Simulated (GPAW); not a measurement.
**Ti3InC (Pm-3m): the Ti L₃ absorption edge**

Aim: the near-edge shape at the Ti L₃ edge of Ti3InC (Pm-3m), and what the core hole does to it.

Method: X-ray absorption from dipole matrix elements to empty bands, plane-wave PAW LDA, in GPAW 26.7.0.

Report form: the programs' logs are mostly left out.

### Step 1. The structure

The structure is cubic, space group Pm-3m (No. 221). The conventional cell has a = 4.236 Å, b = 4.236 Å, c = 4.236 Å, α = 90.00°, β = 90.00°, γ = 90.00°. In has 12 Ti at 2.99 Å nearest. Nearest to Ti lie 2 C at 2.12 Å and 4 In at 2.99 Å and 8 Ti at 2.99 Å. C has 6 Ti at 2.12 Å nearest. Farther neighbours are not listed.

Structure file:

```
In Ti C
1.0
     4.23556    0.00000    0.00000
     0.00000    4.23556    0.00000
     0.00000    0.00000    4.23556
In Ti C
1 3 1
Direct
  0.00000 0.00000 0.00000
  0.00000 0.50000 0.50000
  0.50000 0.00000 0.50000
  0.50000 0.50000 0.00000
  0.50000 0.50000 0.50000
```

### Step 2. Ground state of the crystal

A plain self-consistent run shows whether there is a gap, which decides the set-up of the core-hole run.

The input, scf.py:

```python
import numpy as np
from ase import Atoms
from ase.parallel import parprint, paropen
from gpaw import GPAW, PW, FermiDirac, Mixer, MixerDif, setup_paths
from gpaw.test import gen
setup_paths.insert(0, '.')
gen('Ti', name='nch2p', xcname='LDA', corehole=(2, 1, 0), write_xml=True)
from gpaw.mpi import world
world.barrier()

atoms = Atoms('InTi3C',
    cell=[[4.23556108, 0, 0],
     [0, 4.23556108, 0],
     [0, 0, 4.23556108]],
    scaled_positions=[[0, 0, 0],
     [0, 0.5, 0.5],
     [0.5, 0, 0.5],
     [0.5, 0.5, 0],
     [0.5, 0.5, 0.5]],
    pbc=True)
atoms.calc = calc = GPAW(legacy_gpaw=True, mode=PW(430), xc='LDA', setups={1: 'nch2p'},
    kpts={'size': (6, 6, 6), 'gamma': True}, occupations=FermiDirac(0.05),
    charge=0, mixer=Mixer(0.1, 5, 50), maxiter=150,
    convergence={'density': 0.0001}, txt='scf.txt')
energy = atoms.get_potential_energy() + calc.get_reference_energy()
ef = calc.get_fermi_level()
out = dict(energy=energy, fermi=ef, forces=atoms.get_forces().tolist())
parprint(f'all-electron energy {energy:.4f} eV, Fermi level {ef:.4f} eV')
ev = np.array([[calc.get_eigenvalues(k, s) for k in range(len(calc.get_ibz_k_points()))] for s in range(calc.get_number_of_spins())])
out['homo'], out['lumo'], out['counts'] = ev[ev < ef].max(), ev[ev > ef].min(), sorted(set((ev < ef).sum((0, 2)).tolist()))
out['filled'] = (ev[:, 0] < ef).sum(1).tolist()
import json
with paropen('out.json', 'w') as f:
    json.dump(out, f)
```

Started as:

```sh
$ OMP_NUM_THREADS=1 mpirun -n 4 gpaw python scf.py
```

Wall time 18 s (4 MPI ranks of Arm Neoverse V2, shared host); peak memory 0.21 GiB; 71 s of CPU time.

The mesh shows no gap, so the system is treated as a metal and the core electron is put at the Fermi level (neutral cell).

### Step 3. Spectrum without a core hole, Ti atom 2

This cheap baseline ignores the attraction of the hole: it shows the absorber's empty states as they are in the ground state. The data set with a hole of occupation 0 only carries the core orbital.

The absorber has 2 C at 2.12 Å (linear, site symmetry 4/mmm).

The input, xas.py:

```python
import numpy as np
from ase import Atoms
from ase.parallel import parprint, paropen
from gpaw import GPAW, PW, FermiDirac, Mixer, MixerDif, setup_paths
from gpaw.test import gen
setup_paths.insert(0, '.')
gen('Ti', name='nch2p', xcname='LDA', corehole=(2, 1, 0), write_xml=True)
from gpaw.mpi import world
world.barrier()

atoms = Atoms('InTi3C',
    cell=[[4.23556108, 0, 0],
     [0, 4.23556108, 0],
     [0, 0, 4.23556108]],
    scaled_positions=[[0, 0, 0],
     [0, 0.5, 0.5],
     [0.5, 0, 0.5],
     [0.5, 0.5, 0],
     [0.5, 0.5, 0.5]],
    pbc=True)
atoms.calc = calc = GPAW(legacy_gpaw=True, mode=PW(430), xc='LDA', setups={1: 'nch2p'},
    kpts={'size': (8, 8, 8), 'gamma': True}, occupations=FermiDirac(0.1),
    charge=0, mixer=Mixer(0.1, 5, 50), maxiter=150,
    convergence={'density': 0.0001}, txt='scf.txt')
energy = atoms.get_potential_energy() + calc.get_reference_energy()
ef = calc.get_fermi_level()
out = dict(energy=energy, fermi=ef, forces=atoms.get_forces().tolist())
parprint(f'all-electron energy {energy:.4f} eV, Fermi level {ef:.4f} eV')
ev = np.array([[calc.get_eigenvalues(k, s) for k in range(len(calc.get_ibz_k_points()))] for s in range(calc.get_number_of_spins())])
out['homo'], out['lumo'], out['counts'] = ev[ev < ef].max(), ev[ev > ef].min(), sorted(set((ev < ef).sum((0, 2)).tolist()))
out['filled'] = (ev[:, 0] < ef).sum(1).tolist()

from ase.units import Ha
from gpaw.xas import dipole_matrix_elements
nb = int(calc.get_number_of_electrons() / 2) + 63
top, nb = nb, nb + 8 + nb // 12
nscf = calc.fixed_density(kpts={'size': (7, 7, 7), 'gamma': True}, nbands=nb,
    convergence={'bands': top, 'eigenstates': 1e-5}, maxiter=60, txt='nscf.txt')
cell = atoms.cell.array
ops = [cell.T @ U.T @ np.linalg.inv(cell.T) for U in nscf.wfs.kd.symmetry.op_scc]
E = np.arange(-25, 34, 0.1)
fwhm = np.interp(E, [4, 25], [0.9, 3.5])
Y, X, zero, highest = 0, 0, 1e9, 1e9
for spin in range(nscf.get_number_of_spins()):
    wfs = nscf.wfs
    A = dipole_matrix_elements(wfs.setups[1])
    eps = np.zeros((wfs.kd.nibzkpts, nb))
    d = np.zeros((3, A.shape[1], wfs.kd.nibzkpts, nb), complex)
    for kpt in wfs.kpt_u:
        if kpt.s == spin and 1 in kpt.P_ani:
            eps[kpt.k] = kpt.eps_n * Ha
            d[:, :, kpt.k] = (kpt.weight * wfs.nspins / 2) ** 0.5 * np.inner(A, kpt.P_ani[1])
    world.sum(eps)
    world.sum(d)
    T = np.einsum('amkn,bmkn->abkn', d, d.conj()).real
    T = sum(np.einsum('ai,ijkn,bj->abkn', R, T, R) for R in ops) / len(ops)
    empty = eps > ef
    zero, highest = min(zero, eps[empty].min()), min(highest, eps[:, top - 1].min())
    lines = [(eps, T, empty)] if spin == 0 else lines + [(eps, T, empty)]
for eps, T, empty in lines:
    f = np.einsum('aakn->akn', T).reshape(3, -1)
    x = eps.ravel() - zero
    w = np.interp(x, E, fwhm) / 2.35482
    g = np.exp(-0.5 * ((E[:, None] - x) / w) ** 2) / (w * (2 * np.pi) ** 0.5)
    Y = Y + (f * empty.ravel()) @ g.T
    X = X + (f * ~empty.ravel()) @ g.T
out.update(E=E.round(2).tolist(), xas=Y.tolist(), xes=X.tolist(), zero=zero, valid=highest - zero, nk=len(eps), nb=nb)
for i in range(0, len(E), 10):
    parprint(f'{E[i]:7.2f}', *(f'{v:10.3e}' for v in Y[:, i]))
import json
with paropen('out.json', 'w') as f:
    json.dump(out, f)
```

Started as:

```sh
$ OMP_NUM_THREADS=1 mpirun -n 4 gpaw python xas.py
```

Elapsed: 57 s, on 4 MPI ranks; peak memory 0.31 GiB.

The Ti L₃ spectrum, Ti atom 2, no core hole (energy from the lowest empty level; intensity scaled to a mean of 1 over the first 20 eV):

```
E (eV)  intensity
  -2.0       0.00
  -1.5       0.00
  -1.0       0.01
  -0.5       0.20
   0.0       1.22
   0.5       2.62
   1.0       3.07
   1.5       3.73
   2.0       2.94
   2.5       2.36
   3.0       3.44
   3.5       2.93
   4.0       1.58
   4.5       1.04
   5.0       0.97
   5.5       1.08
   6.0       1.03
   6.5       0.81
   7.0       0.62
   7.5       0.59
   8.0       0.67
   8.5       0.71
   9.0       0.65
   9.5       0.56
  10.0       0.47
  10.5       0.40
  11.0       0.37
  11.5       0.38
  12.0       0.39
  12.5       0.40
  13.0       0.43
  13.5       0.45
  14.0       0.48
  14.5       0.49
  15.0       0.48
  15.5       0.45
  16.0       0.39
  16.5       0.33
  17.0       0.28
  17.5       0.26
  18.0       0.26
  18.5       0.28
  19.0       0.31
  19.5       0.36
  20.0       0.39
  20.5       0.42
  21.0       0.43
  21.5       0.42
  22.0       0.40
  22.5       0.38
  23.0       0.36
  23.5       0.35
  24.0       0.35
  24.5       0.35
  25.0       0.34
  25.5       0.34
  26.0       0.34
  26.5       0.34
  27.0       0.33
  27.5       0.33
  28.0       0.34
  28.5       0.34
  29.0       0.35
  29.5       0.35
  30.0       0.35
  30.5       0.35
  31.0       0.34
  31.5       0.33
  32.0       0.31
```

Main maxima below 30 eV (height): 1.6 eV (3.75), 3.1 eV (3.53), 5.7 eV (1.09), 8.4 eV (0.71), 14.6 eV (0.49) and 21.0 eV (0.43). At an L edge the dipole rule selects empty d (and weakly s) states on the absorber, and the strong line at the onset measures the empty part of its d band. 2p–3d multiplets, which reshape such L edges, aren't in a one-electron spectrum.

The same matrix elements for filled bands give the Ti L₃ emission of Ti atom 2 (ground-state approximation; energy from the lowest empty level, largest value 1):

```
E (eV)  emission
-24.00      0.00
-23.25      0.00
-22.50      0.00
-21.75      0.00
-21.00      0.00
-20.25      0.00
-19.50      0.00
-18.75      0.00
-18.00      0.00
-17.25      0.00
-16.50      0.00
-15.75      0.00
-15.00      0.00
-14.25      0.00
-13.50      0.00
-12.75      0.00
-12.00      0.00
-11.25      0.02
-10.50      0.04
 -9.75      0.02
 -9.00      0.00
 -8.25      0.00
 -7.50      0.01
 -6.75      0.03
 -6.00      0.03
 -5.25      0.08
 -4.50      0.23
 -3.75      0.27
 -3.00      0.37
 -2.25      0.70
 -1.50      0.97
 -0.75      0.90
  0.00      0.65
  0.75      0.04
  1.50      0.00
  2.25      0.00
  3.00      0.00
```

Emission maxima: -1.6 eV (1.00) and -0.4 eV (0.97).

### Step 4. Supercell without a hole, the energy reference

The photon energy needs a difference of total energies, so the cell and mesh of the coming hole run are first run without a hole.

scf.py, as its differences from that of step 2:

```diff
@@ -10,14 +10,29 @@
 
-atoms = Atoms('InTi3C',
-    cell=[[4.23556108, 0, 0],
-     [0, 4.23556108, 0],
-     [0, 0, 4.23556108]],
+atoms = Atoms('In4Ti12C4',
+    cell=[[4.23556108, 4.23556108, 4.23556108],
+     [-4.23556108, 4.23556108, -4.23556108],
+     [-4.23556108, 4.23556108, 4.23556108]],
     scaled_positions=[[0, 0, 0],
+     [0.5, 0.5, 0],
      [0, 0.5, 0.5],
      [0.5, 0, 0.5],
-     [0.5, 0.5, 0],
-     [0.5, 0.5, 0.5]],
+     [0.25, 0, 0.25],
+     [0.75, 0.5, 0.25],
+     [0.25, 0.5, 0.75],
+     [0.75, 0, 0.75],
+     [0.25, 0.75, 0],
+     [0.75, 0.25, 0],
+     [0.25, 0.25, 0.5],
+     [0.75, 0.75, 0.5],
+     [0.5, 0.25, 0.75],
+     [0, 0.75, 0.75],
+     [0.5, 0.75, 0.25],
+     [0, 0.25, 0.25],
+     [0.5, 0, 0],
+     [0, 0.5, 0],
+     [0.5, 0.5, 0.5],
+     [0, 0, 0.5]],
     pbc=True)
-atoms.calc = calc = GPAW(legacy_gpaw=True, mode=PW(430), xc='LDA', setups={1: 'nch2p'},
-    kpts={'size': (6, 6, 6), 'gamma': True}, occupations=FermiDirac(0.05),
+atoms.calc = calc = GPAW(legacy_gpaw=True, mode=PW(430), xc='LDA', setups={4: 'nch2p'},
+    kpts={'size': (4, 4, 4), 'gamma': True}, occupations=FermiDirac(0.1),
     charge=0, mixer=Mixer(0.1, 5, 50), maxiter=150,
```

Started as:

```sh
$ OMP_NUM_THREADS=1 mpirun -n 4 gpaw python scf.py
```

It took 4.7 min on 4 MPI ranks; peak memory 0.47 GiB.

Reference energy: -921655.318 eV with the cores included.

### Step 5. Spectrum with XCH, Ti atom 2

The holes are 7.3 Å apart. In GPAW the data set carries the hole's charge, so charge=0 means a charged cell and charge=-1 a neutral one. The excited electron is kept in the cell, where it fills the lowest empty states and screens the hole. After the field has converged, empty bands are computed with the density fixed and the dipole matrix elements are summed.

xas.py, as its differences from that of step 3:

```diff
@@ -6,3 +6,3 @@
 setup_paths.insert(0, '.')
-gen('Ti', name='nch2p', xcname='LDA', corehole=(2, 1, 0), write_xml=True)
+gen('Ti', name='fch2p', xcname='LDA', corehole=(2, 1, 1), write_xml=True)
 from gpaw.mpi import world
@@ -10,15 +10,30 @@
 
-atoms = Atoms('InTi3C',
-    cell=[[4.23556108, 0, 0],
-     [0, 4.23556108, 0],
-     [0, 0, 4.23556108]],
+atoms = Atoms('In4Ti12C4',
+    cell=[[4.23556108, 4.23556108, 4.23556108],
+     [-4.23556108, 4.23556108, -4.23556108],
+     [-4.23556108, 4.23556108, 4.23556108]],
     scaled_positions=[[0, 0, 0],
+     [0.5, 0.5, 0],
      [0, 0.5, 0.5],
      [0.5, 0, 0.5],
-     [0.5, 0.5, 0],
-     [0.5, 0.5, 0.5]],
+     [0.25, 0, 0.25],
+     [0.75, 0.5, 0.25],
+     [0.25, 0.5, 0.75],
+     [0.75, 0, 0.75],
+     [0.25, 0.75, 0],
+     [0.75, 0.25, 0],
+     [0.25, 0.25, 0.5],
+     [0.75, 0.75, 0.5],
+     [0.5, 0.25, 0.75],
+     [0, 0.75, 0.75],
+     [0.5, 0.75, 0.25],
+     [0, 0.25, 0.25],
+     [0.5, 0, 0],
+     [0, 0.5, 0],
+     [0.5, 0.5, 0.5],
+     [0, 0, 0.5]],
     pbc=True)
-atoms.calc = calc = GPAW(legacy_gpaw=True, mode=PW(430), xc='LDA', setups={1: 'nch2p'},
-    kpts={'size': (8, 8, 8), 'gamma': True}, occupations=FermiDirac(0.1),
-    charge=0, mixer=Mixer(0.1, 5, 50), maxiter=150,
+atoms.calc = calc = GPAW(legacy_gpaw=True, mode=PW(430), xc='LDA', setups={4: 'fch2p'},
+    kpts={'size': (4, 4, 4), 'gamma': True}, occupations=FermiDirac(0.1),
+    charge=-1, mixer=Mixer(0.1, 5, 50), maxiter=150,
     convergence={'density': 0.0001}, txt='scf.txt')
@@ -34,5 +49,5 @@
 from gpaw.xas import dipole_matrix_elements
-nb = int(calc.get_number_of_electrons() / 2) + 63
+nb = int(calc.get_number_of_electrons() / 2) + 243
 top, nb = nb, nb + 8 + nb // 12
-nscf = calc.fixed_density(kpts={'size': (7, 7, 7), 'gamma': True}, nbands=nb,
+nscf = calc.fixed_density(kpts={'size': (5, 5, 5), 'gamma': True}, nbands=nb,
     convergence={'bands': top, 'eigenstates': 1e-5}, maxiter=60, txt='nscf.txt')
@@ -40,3 +55,3 @@
 ops = [cell.T @ U.T @ np.linalg.inv(cell.T) for U in nscf.wfs.kd.symmetry.op_scc]
-E = np.arange(-25, 34, 0.1)
+E = np.arange(-6, 34, 0.1)
 fwhm = np.interp(E, [4, 25], [0.9, 3.5])
@@ -45,3 +60,3 @@
     wfs = nscf.wfs
-    A = dipole_matrix_elements(wfs.setups[1])
+    A = dipole_matrix_elements(wfs.setups[4])
     eps = np.zeros((wfs.kd.nibzkpts, nb))
@@ -49,5 +64,5 @@
     for kpt in wfs.kpt_u:
-        if kpt.s == spin and 1 in kpt.P_ani:
+        if kpt.s == spin and 4 in kpt.P_ani:
             eps[kpt.k] = kpt.eps_n * Ha
-            d[:, :, kpt.k] = (kpt.weight * wfs.nspins / 2) ** 0.5 * np.inner(A, kpt.P_ani[1])
+            d[:, :, kpt.k] = (kpt.weight * wfs.nspins / 2) ** 0.5 * np.inner(A, kpt.P_ani[4])
     world.sum(eps)
```

Started as:

```sh
$ OMP_NUM_THREADS=1 mpirun -n 4 gpaw python xas.py
```

Elapsed: 16 min, on 4 MPI ranks; peak memory 0.94 GiB.

The Ti L₃ spectrum, Ti atom 2, excited-electron core hole (neutral cell) (energy from the lowest empty level; intensity scaled to a mean of 1 over the first 20 eV):

```
E (eV)  intensity
  -2.0       0.00
  -1.4       0.00
  -0.8       0.07
  -0.2       1.46
   0.4       4.89
   1.0       5.12
   1.6       3.40
   2.2       2.51
   2.8       2.79
   3.4       1.70
   4.0       0.90
   4.6       0.92
   5.2       1.04
   5.8       0.83
   6.4       0.53
   7.0       0.41
   7.6       0.47
   8.2       0.55
   8.8       0.54
   9.4       0.47
  10.0       0.37
  10.6       0.32
  11.2       0.33
  11.8       0.35
  12.4       0.38
  13.0       0.40
  13.6       0.43
  14.2       0.46
  14.8       0.46
  15.4       0.42
  16.0       0.35
  16.6       0.28
  17.2       0.25
  17.8       0.24
  18.4       0.27
  19.0       0.31
  19.6       0.36
  20.2       0.40
  20.8       0.41
  21.4       0.41
  22.0       0.38
  22.6       0.36
  23.2       0.34
  23.8       0.34
  24.4       0.33
  25.0       0.34
  25.6       0.33
  26.2       0.33
  26.8       0.33
  27.4       0.33
  28.0       0.33
  28.6       0.34
  29.2       0.34
  29.8       0.35
  30.4       0.35
  31.0       0.34
  31.6       0.32
```

Main maxima below 30 eV (height): 0.7 eV (5.38), 2.7 eV (2.84), 5.2 eV (1.04), 8.4 eV (0.56), 14.5 eV (0.46) and 20.9 eV (0.41). 

The total-energy difference is 455.25 eV. Two terms are added: -1.48 eV, since the hole is spin-paired here and a spin-polarised one costs that much less in the free atom (computed apart); −2.13 eV, a third of the tabulated L₂–L₃ splitting, since the scalar-relativistic hole is their mean. The photon energy is then 451.64 eV. The tabulated edge of the element is 453.8 eV. The functional leaves an error of a few eV in such absolute values.

### Step 6. What the core hole does

Both curves are counted from their own zero, so only the shift of weight within the empty states shows.

```
E (eV)  no hole   XCH
  -2.0     0.00  0.00
  -1.0     0.01  0.02
   0.0     1.22  2.64
   1.0     3.07  5.12
   2.0     2.94  2.50
   3.0     3.44  2.54
   4.0     1.58  0.90
   5.0     0.97  1.02
   6.0     1.03  0.72
   7.0     0.62  0.41
   8.0     0.67  0.54
   9.0     0.65  0.52
  10.0     0.47  0.37
  11.0     0.37  0.32
  12.0     0.39  0.36
  13.0     0.43  0.40
  14.0     0.48  0.45
  15.0     0.48  0.45
  16.0     0.39  0.35
  17.0     0.28  0.25
  18.0     0.26  0.25
  19.0     0.31  0.31
  20.0     0.39  0.39
  21.0     0.43  0.41
  22.0     0.40  0.38
  23.0     0.36  0.35
  24.0     0.35  0.34
  25.0     0.34  0.34
  26.0     0.34  0.33
  27.0     0.33  0.33
  28.0     0.34  0.33
  29.0     0.35  0.34
  30.0     0.35  0.35
  31.0     0.34  0.34
  32.0     0.31  0.31
```

With each curve scaled to its own mean, the area from −2 to 6 eV with the hole is 15.3 against 13.9, and the centre of weight from −1 to 20 eV moves by -0.8 eV (first and strongest maxima below 20 eV: 1.6 eV (3.75), 3.1 eV (3.53) and 5.7 eV (1.09) without the hole, 0.7 eV (5.38), 2.7 eV (2.84) and 5.2 eV (1.04) with it); the shape changes all the same, by 45 % r.m.s.

### Step 7. What came out

```json
{
  "absorber and edge": "Ti L₃, atom 2 of the ground-state input (counted from 1)",
  "surroundings": "2 C at 2.12 Å (linear, site symmetry 4/mmm)",
  "highest intensity below 24 eV": "0.7 eV above the zero, height 5.38",
  "photon energy of the zero, with the added terms": "451.6 eV (raw 455.3 eV; uncertain by a few eV)"
}
```

The Ti L₃ edge of atom 2, with 2 C at 2.12 Å (linear, site symmetry 4/mmm), has its highest intensity of the first 24 eV at 0.7 eV above the zero, near 452 eV in photon energy (uncertain by a few eV), 5.4 times the mean level of the first 20 eV (Gaussian full width 0.9 eV up to 4 eV, rising linearly to 3.5 eV at 25 eV). With each curve scaled to its own mean, the area from −2 to 6 eV with the hole is 15.3 against 13.9, and the centre of weight from −1 to 20 eV moves by -0.8 eV (first and strongest maxima below 20 eV: 1.6 eV (3.75), 3.1 eV (3.53) and 5.7 eV (1.09) without the hole, 0.7 eV (5.38), 2.7 eV (2.84) and 5.2 eV (1.04) with it); the shape changes all the same, by 45 % r.m.s. One-electron theory leaves out the 2p–3d multiplets that shape measured L edges of 3d elements, and the L₂ edge isn't added. Lifetime broadening is put in by hand, and intensities beyond about 20 eV depend on it and on the partial waves; weight that the partial waves miss at high energy is lost. The structure is a computed Materials Project entry and may be a hypothetical form.

[Logs are printed without paths, hosts, clocks, repeated set-up lines and the standing remarks that a program may print on its own settings, such as how far it seeks lower states.]

[Hosts, paths, dates, database ids (printed as entryN), source tags and the programs' standing remarks are cut or masked in the printed files.]

[Lists of maxima count a maximum above −3 eV only where it reaches 4 % of the highest in the window and stands out from its surroundings by 2 % of it (1.5 % where it reaches 55 %); shoulders and weaker maxima are passed over, and of the rest the first, up to two pre-edge ones and the few strongest are named.]
